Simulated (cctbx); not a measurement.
# Interatomic vectors of NdSc4Cd

Space group Cmcm (no. 63), a = 4.5120 Å, b = 17.2650 Å, c = 7.2920 Å, α = 90.00°, β = 90.00°, γ = 90.00°, content Nd4 Cd4 Sc16.

The data are simulated with cctbx, not measured: Cu Kα, λ = 1.54184 Å, to d = 0.8 Å, 80 % of the full sphere, strongest reflection 40000 counts, noise from counting, a 1.5 % proportional error and a noise floor of 15 counts (s.d.); no absorption.

Patterson synthesis from sharpened amplitudes, origin scaled to 1000:

```text
Patterson group C m m m
      u       v       w   height  length (A)
  0.000   0.000   0.000   1000.0     0.00
  0.000   0.334   0.000    388.4     5.77
  0.000   0.110   0.500    382.3     4.11
  0.000   0.224   0.500    241.0     5.32
  0.000   0.186   0.000    154.7     3.21
  0.000   0.421   0.304    139.6     7.60
  0.000   0.037   0.500    136.4     3.70
  0.000   0.198   0.193    132.0     3.69
  0.000   0.444   0.500    131.9     8.49
  0.000   0.387   0.246    121.4     6.92
  0.000   0.089   0.317    105.5     2.78
  0.000   0.295   0.500    102.5     6.26
  0.000   0.469   0.193    102.4     8.22
  0.000   0.279   0.250     82.9     5.15
```

**Question.** Which atom pairs make the peaks, and where is the heaviest atom?

A peak at u stands for all pairs with xi − xj = u, with weight Σ ZiZj against Σ Z² = 30672 at the origin. Peak heights follow these weights only roughly, since form factors, motion and series ripples differ, all vectors within 0.55 Å of a peak are counted as merged into it though the farther ones add only part of their weight, and F(000) is left out, which lowers the whole map:

| u | v | w | shortest length (Å) | height | 1000 ΣZiZj/ΣZ² | pairs in the cell |
| --- | --- | --- | --- | --- | --- | --- |
| 0.000 | 0.334 | 0.000 | 3.65 | 388 | 376 | 4 × Nd–Cd |
| 0.000 | 0.110 | 0.500 | 4.11 | 382 | 376 | 4 × Nd–Cd |
| 0.000 | 0.224 | 0.500 | 5.32 | 241 | 235 | 2 × Nd–Nd |
| 0.000 | 0.186 | 0.000 | 3.21 | 155 | 279 | 4 × Nd–Sc, 8 × Sc–Sc |
| 0.000 | 0.421 | 0.304 | 3.44 | 140 | 222 | 4 × Nd–Sc, 4 × Sc–Sc |
| 0.000 | 0.037 | 0.500 | 3.70 | 136 | 164 | 4 × Nd–Sc |
| 0.000 | 0.198 | 0.193 | 3.70 | 132 | 164 | 4 × Nd–Sc |
| 0.000 | 0.444 | 0.500 | 4.40 | 132 | 150 | 2 × Cd–Cd |
| 0.000 | 0.387 | 0.246 | 3.48 | 121 | 222 | 4 × Nd–Sc, 4 × Sc–Sc |
| 0.000 | 0.089 | 0.317 | 2.78 | 106 | 131 | 4 × Cd–Sc |

The table stops at ten peaks or at a height of 45, below which ripples compete. In the model behind the data Nd, the heaviest element, has 1 independent site: (1/2, 0.8871, 1/4), up to an allowed shift of origin; the Nd–Nd vectors are differences of these positions and their symmetry mates. The whole model:

| atom | mult. | x | y | z | Ueq (Å²) |
| --- | --- | --- | --- | --- | --- |
| Nd1 | 4 | 1/2 | 0.8871 | 1/4 | 0.0041 |
| Cd1 | 4 | 0 | 0.7221 | 1/4 | 0.0049 |
| Sc1 | 8 | 1/2 | 0.6904 | 0.4425 | 0.0073 |
| Sc2 | 4 | 0 | 0.5741 | 1/4 | 0.0063 |
| Sc3 | 4 | 0 | 0 | 1/2 | 0.0073 |

The model was made for the exercise: a known structure type with other elements put in, its volume estimated, not relaxed; displacement parameters are assumed.

[Logs are printed without paths, hosts, clocks, repeated set-up lines and the standing remarks that a program may print on its own settings, such as how far it seeks lower states.]
